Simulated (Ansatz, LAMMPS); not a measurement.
# Localised basis functions on glassy 77SiO2-6B2O3-8CaO-8MgO (mol %) (142 atoms), part 2 of 2

Aim: test how closely localised support functions follow the reference on glassy 77SiO2-6B2O3-8CaO-8MgO (mol %) (142 atoms), and at what cost. A setting counts as converged where the r.m.s. difference of forces stays under 1 % of the r.m.s. force.

Ansatz 0.2.0; Kohn-Sham DFT, PBE, PAW (set soft_2), plane waves.

The cell: 37 Si, 6 B, 4 Ca, 4 Mg and 91 O. The quench rate of 1000 K/ps far exceeds what a furnace or splat quench reaches. The network of bonds at the start is that of the classical potential that made the cell. The Brillouin zone is sampled at Γ only, in a cell whose shortest periodic width is 12 Å.

So far. Step 5 (Support functions low): Forces differ from the reference by 0.94 meV/Å r.m.s., 0.089 % of their size, well within a tolerance of 1 %; the energy by -4.9 meV/atom. It took 3.6 min and 13 cycles; the reference's time can't be set against it, since the two runs asked for unlike analyses. Step 6 (Support functions medium, radius 3.49 Å): Forces differ from the reference by 0.91 meV/Å r.m.s., 0.086 % of their size, well within a tolerance of 1 %; the energy by -4.9 meV/atom.

**10. Local order**

Bonds and neighbours are counted at the geometry of the runs.

Density 2.62 g/cm³, 12.56 Å³ an atom.

g(r), total and by pair (bins of 0.2 Å):

| r (Å) | total | O-O | O-Si | O-B | O-Ca | O-Mg | Si-Si |
| --- | --- | --- | --- | --- | --- | --- | --- |
| 1.30 | 0.11 | 0.00 | 0.00 | 2.06 | 0.00 | 0.00 | 0.00 |
| 1.50 | 1.11 | 0.00 | 1.45 | 11.68 | 0.00 | 0.00 | 0.00 |
| 1.70 | 3.40 | 0.00 | 10.18 | 0.00 | 0.00 | 0.00 | 0.00 |
| 1.90 | 0.15 | 0.00 | 0.00 | 0.00 | 0.00 | 4.05 | 0.00 |
| 2.10 | 0.13 | 0.00 | 0.00 | 0.00 | 0.00 | 3.58 | 0.00 |
| 2.30 | 0.38 | 0.59 | 0.00 | 0.00 | 3.15 | 0.39 | 0.18 |
| 2.50 | 1.00 | 1.98 | 0.07 | 0.00 | 3.46 | 0.29 | 0.00 |
| 2.70 | 1.60 | 3.54 | 0.03 | 0.00 | 1.36 | 0.28 | 0.00 |
| 2.90 | 0.90 | 1.25 | 0.30 | 0.31 | 0.23 | 0.24 | 1.58 |
| 3.10 | 1.00 | 0.79 | 0.72 | 0.79 | 0.41 | 0.82 | 3.16 |
| 3.30 | 0.82 | 0.54 | 0.98 | 0.96 | 0.71 | 0.90 | 1.37 |
| 3.50 | 0.84 | 0.76 | 0.97 | 1.92 | 0.47 | 0.47 | 0.17 |
| 3.70 | 0.93 | 0.59 | 1.38 | 1.44 | 0.85 | 0.85 | 0.61 |
| 3.90 | 1.10 | 0.68 | 1.54 | 1.60 | 0.92 | 1.52 | 1.01 |
| 4.10 | 1.17 | 0.77 | 1.83 | 1.63 | 0.69 | 1.03 | 0.87 |
| 4.30 | 1.06 | 0.77 | 1.46 | 0.92 | 1.36 | 0.94 | 0.94 |
| 4.50 | 0.96 | 1.00 | 0.78 | 0.32 | 1.65 | 1.73 | 1.48 |
| 4.70 | 1.04 | 1.25 | 0.71 | 0.83 | 1.33 | 0.99 | 1.27 |
| 4.90 | 1.03 | 1.44 | 0.56 | 0.76 | 1.46 | 0.81 | 0.86 |
| 5.10 | 1.10 | 1.50 | 0.71 | 0.90 | 1.05 | 0.98 | 1.00 |
| 5.30 | 1.01 | 1.14 | 0.91 | 0.84 | 0.34 | 0.69 | 1.29 |
| 5.50 | 0.97 | 0.86 | 1.09 | 0.90 | 0.64 | 0.98 | 1.17 |
| 5.70 | 0.96 | 0.85 | 1.04 | 1.23 | 0.96 | 0.66 | 0.99 |
| 5.90 | 0.99 | 0.83 | 1.14 | 1.43 | 0.79 | 0.95 | 0.83 |

Bonds by pair of elements; cutoffs follow the first minimum of g(r), held within bounds set by covalent radii, and pairs that aren't listed don't count as bonded (cutoffs were set anew for this text, so counts can differ from the run's own analysis):

| pair A-B | cutoff (Å) | bonds | mean length (Å) | spread (Å) | shortest (Å) | B about A | A about B |
| --- | --- | --- | --- | --- | --- | --- | --- |
| O-Si | 2.12 | 148 | 1.64 | 0.037 | 1.56 | 1.63 | 4 |
| O-B | 1.83 | 22 | 1.44 | 0.044 | 1.37 | 0.242 | 3.67 |
| O-Ca | 2.88 | 25 | 2.48 | 0.121 | 2.30 | 0.275 | 6.25 |
| O-Mg | 2.43 | 17 | 2.04 | 0.089 | 1.93 | 0.187 | 4.25 |

How many atoms have how many bonded neighbours:

| element | mean | 2 | 3 | 4 | 5 | 6 | 7 |
| --- | --- | --- | --- | --- | --- | --- | --- |
| B | 3.67 | 0 | 2 | 4 | 0 | 0 | 0 |
| Ca | 6.25 | 0 | 0 | 0 | 0 | 3 | 1 |
| Mg | 4.25 | 0 | 0 | 3 | 1 | 0 | 0 |
| O | 2.33 | 63 | 26 | 2 | 0 | 0 | 0 |
| Si | 4 | 0 | 0 | 37 | 0 | 0 | 0 |

Oxygen atoms by the number of network formers (Si, P, Ge, B, Al, As, Ga) bound to them:

| network formers bound to O | O atoms | per cent |
| --- | --- | --- |
| 0 | 0 | 0 |
| 1 | 14 | 15.4 |
| 2 | 75 | 82.4 |
| 3 | 2 | 2.2 |

Network units: each former by its oxygen neighbours and how many of them bridge to another former:

| former | O neighbours | bridging O | atoms |
| --- | --- | --- | --- |
| Si | 4 | 2 | 3 |
| Si | 4 | 3 | 8 |
| Si | 4 | 4 | 26 |
| B | 3 | 3 | 2 |
| B | 4 | 4 | 4 |

Rings of the network by King's shortest-path rule, up to 12 atoms, one path for each pair of neighbours; H, halogens, alkali and alkaline-earth atoms are left out, and the last column divides by all other atoms, bonded or not:

| ring size (atoms) | rings | per network atom |
| --- | --- | --- |
| 4 | 1 | 0.007 |
| 6 | 3 | 0.022 |
| 8 | 5 | 0.037 |
| 10 | 8 | 0.06 |
| 12 | 21 | 0.157 |

For some of the pairs, g(r) has its first main peak near 2.7 Å (O-O), 1.6 Å (O-Si), 1.4 Å (O-B), 2.4 Å (O-Ca), 2.0 Å (O-Mg) and 3.1 Å (Si-Si). With the cutoffs above, 67 % of B atoms have 4, 75 % of Ca atoms have 6, 75 % of Mg atoms have 4 and 69 % of O atoms have 2 bonded neighbours. 82 % of the oxygens bridge two formers (Si and B) and 15 % are non-bridging; 2 % join three. The commonest Si unit has 4 oxygens, 4 of them shared with other formers (26 of 37 atoms). Rings of 12 atoms are the most common (55 % of those counted); sizes run from 4 to 12, where the search stops.

Local excerpt of 11 atoms (numbers count through the whole input) about O130, which has 4 bonded neighbours where the commonest count for O is 2; x, y, z are measured from there.

| atom | x | y | z | distance (Å) | bonds | Löwdin charge (e) | Fx | Fy | Fz (eV/Å) |
| --- | --- | --- | --- | --- | --- | --- | --- | --- | --- |
| O130 | 0.00 | 0.00 | 0.00 | 0.00 | 4 | -1.08 | -0.27 | -0.24 | 1.05 |
| Si19 | -0.98 | -0.32 | 1.28 | 1.64 | 4 | 1.69 | -0.04 | -0.37 | 1.96 |
| Mg48 | 0.37 | -0.94 | -1.64 | 1.93 | 4 | 1.63 | -0.26 | -1.05 | -2.40 |
| Mg49 | 1.80 | -0.74 | 0.54 | 2.02 | 4 | 1.64 | 1.48 | -0.65 | 1.79 |
| Ca44 | -1.55 | 1.33 | -1.17 | 2.35 | 7 | 1.77 | -0.40 | 0.38 | -0.88 |
| O99 | -2.18 | 0.84 | 1.08 | 2.58 | 3 | -0.84 | 1.11 | 0.62 | -0.94 |
| O101 | -0.20 | 0.03 | 2.70 | 2.71 | 2 | -0.78 | -0.16 | 0.52 | -1.03 |
| O67 | 2.30 | -0.72 | -1.43 | 2.80 | 3 | -1.08 | 0.27 | 0.08 | 0.38 |
| O77 | -1.88 | -1.63 | 1.53 | 2.92 | 2 | -0.77 | -1.51 | -2.20 | -0.15 |
| O139 | 0.84 | -2.26 | 1.65 | 2.92 | 2 | -0.96 | -0.70 | 1.33 | -1.09 |
| O84 | -2.42 | -0.89 | -1.41 | 2.94 | 3 | -1.03 | -0.02 | -0.19 | -0.13 |

The column of bonds counts only the pairs O-Si within 2.12 Å, O-B within 1.83 Å, O-Ca within 2.88 Å, O-Mg within 2.43 Å; other neighbours, such as metal atoms beside each other in a compound, aren't counted, and periodic images can show an atom twice.

**11. Summary of results**

```yaml
free_energy_per_atom: -642.2599 eV/atom
pressure: 1.428 GPa
r_m_s_force_component: 1.056 eV/Å
spacing_of_highest_filled_and_lowest_empty_level: 3.166 eV
wall_time_of_the_4_dft_runs: 13 min
```

What this shows: Against plane waves at 420 eV, the forces differ by 0.89 meV/Å (0.085 %) with support functions medium. At 142 atoms the fastest of the runs at a preset level, support functions low, takes roughly 3.3 times the time of plane waves (whose run also made extra analyses, so the like-for-like ratio is larger), in 13 SCF cycles against 9. Differences between support functions and plane waves include what basis error the plane-wave run still has. The force difference hardly changes among these support-function runs, which points to the basis of the plane-wave reference as its main source.

Filled and empty levels are parted by 3.17 eV (at Γ alone); a semilocal functional tends to put such gaps too low. In a disordered cell it changes from sample to sample, and tail or defect levels can set it. With the cutoffs above, 67 % of B atoms have 4, 75 % of Ca atoms have 6, 75 % of Mg atoms have 4 and 69 % of O atoms have 2 bonded neighbours. 82 % of the oxygens bridge two formers (Si and B) and 15 % are non-bridging; 2 % join three.

Caveats: The force components of 1.1 eV/Å r.m.s. come partly from thermal motion and partly from the difference between the classical potential and DFT. The stress is far from hydrostatic: its diagonal is 3.0, 1.7, -0.4 GPa, compression counted positive. The pressure of a single frame lacks the kinetic term.

[Logs are printed without paths, hosts, clocks, repeated set-up lines and the standing remarks that a program may print on its own settings, such as how far it seeks lower states.]

[Hosts, paths, dates, database ids (printed as entryN), source tags and the programs' standing remarks are cut or masked in the printed files.]
